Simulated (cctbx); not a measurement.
# Resonant diffraction in Ba3In2

Space group P4_32_12 (no. 96), a = 6.5930 Å, b = 6.5930 Å, c = 18.1020 Å, α = 90.00°, β = 90.00°, γ = 90.00°.

```
atom  mult.       x       y       z  Ueq (Å²)
 Ba1      4  0.3278  0.3278       0    0.0133
 Ba2      8  0.8371  0.5841  0.1124    0.0108
 In1      8  0.8347  0.0792  0.0482    0.0198
```

The model was made for the exercise: a known structure type with other elements put in, its volume estimated, not relaxed; displacement parameters are assumed.

Calculated with cctbx: free-atom f′ and f″ from the Sasaki tables, no fine structure; amplitudes in electrons.

How do |F(hkl)| and |F(−h−k−l)| change across the In K edge?

```text
E (eV)    f'(In)   f''           |F|1 1 4        |F|0 1 1        |F|2 1 0        |F|1 0 2
  27340   -3.38   0.58      242.7/ 242.7     14.4/  14.4    346.4/ 346.4     87.2/  87.2
  27690   -4.16   0.57      241.6/ 241.6     14.3/  14.3    342.8/ 342.8     83.8/  83.8
  27820   -4.83   0.56      240.8/ 240.8     14.3/  14.3    339.8/ 339.8     80.8/  80.8
  27880   -5.47   0.56      239.9/ 239.9     14.2/  14.2    337.0/ 337.0     77.9/  77.9
  27910   -6.11   0.56      239.2/ 239.2     14.2/  14.2    334.2/ 334.2     75.0/  75.0
  27925   -6.73   0.56      238.4/ 238.4     14.1/  14.1    331.5/ 331.5     72.3/  72.3
  27932   -7.29   0.56      237.7/ 237.7     14.1/  14.1    329.1/ 329.1     69.8/  69.8
  27936   -7.80   0.56      237.1/ 237.1     14.0/  14.0    326.8/ 326.8     67.4/  67.4
  27944   -8.79   3.58      236.0/ 236.0     13.9/  13.9    323.0/ 323.0     64.5/  64.5
  27948   -7.81   3.58      237.2/ 237.2     14.0/  14.0    327.3/ 327.3     68.8/  68.8
  27955   -6.94   3.58      238.2/ 238.2     14.1/  14.1    331.1/ 331.1     72.7/  72.7
  27970   -6.20   3.57      239.1/ 239.1     14.2/  14.2    334.3/ 334.3     75.9/  75.9
  28000   -5.50   3.57      240.0/ 240.0     14.2/  14.2    337.4/ 337.4     79.1/  79.1
  28090   -4.58   3.55      241.1/ 241.1     14.3/  14.3    341.3/ 341.3     83.1/  83.1
  28340   -3.59   3.50      242.2/ 242.2     14.4/  14.4    345.5/ 345.5     87.5/  87.5
```

The edge is at 27940 eV. f′ of In falls from -4.8 e at 27820 eV to -7.8 e at 4 eV below it, and f″ steps from 0.56 to 3.58 e across it. Over that approach |F| changes by -2 % (1 1 4), -2 % (0 1 1), -4 % (2 1 0) and -17 % (1 0 2): a reflection falls where In scatters in phase with the total and rises where it scatters against it; it hardly moves where the In term is small or cancels by symmetry or lies in quadrature to the total. The f″ term interferes with the normal scattering with opposite sign for the two Friedel mates. These reflections are centric, so their Friedel mates stay equal.

[Logs are printed without paths, hosts, clocks, repeated set-up lines and the standing remarks that a program may print on its own settings, such as how far it seeks lower states.]
